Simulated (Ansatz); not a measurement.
# Is the response still linear at 0.4 V/Å? Al(110), 6 layers

The dipole of a slab grows in proportion to a weak field along its normal. Does the weak-field slope carry to a strong field?

How it was computed: Ansatz 0.2.0, plane waves with PAW datasets (its set soft_2), r2SCAN; atoms held at bulk places, 18 Å of vacuum, dipole correction, cell area 11.60 Å², 12×18 k-points, smearing 0.1 eV. Without field the slab has no gap over 0.05 eV.

| run | field (V/Å) | dipole (e·Å) |
| --- | --- | --- |
| run 1 | −0.10 | −0.06661 |
| run 2 | −0.05 | −0.03330 |
| run 3 | 0.00 | 0.00000 |
| run 4 | 0.05 | 0.03330 |
| run 5 | 0.10 | 0.06661 |
| run 6 | 0.40 | ? |

**Question.** What value belongs in the row marked “?”, and how far can the other rows tell?

A least-squares line through the 5 rows shown has slope 0.666080 and intercept 0.000000; no row lies more than 0.00001 e·Å off it. A perfect conductor with that slope would be 180.95 × 0.66608 / 11.60 = 10.39 Å thick. At 0.40 it gives 0.666080 × 0.40 + 0.000000 = 0.26643 e·Å, beyond the rows fitted. Rounding and scatter of the rows alone allow about ±0.00002 e·Å there.

The run itself gives 0.26684 e·Å: a miss of +0.00041 e·Å. That is under 1 % of the induced dipole, so the response is still linear.

**Limits.** Ions are held, so this is the electronic response. Of the series that stay linear within 1 %, this collection keeps about one in seven, and it keeps all that bend. In the strongest field, at least, the program warns that the far vacuum lies low against the Fermi level, so charge may spill into it, by an amount that depends on the cell's height.
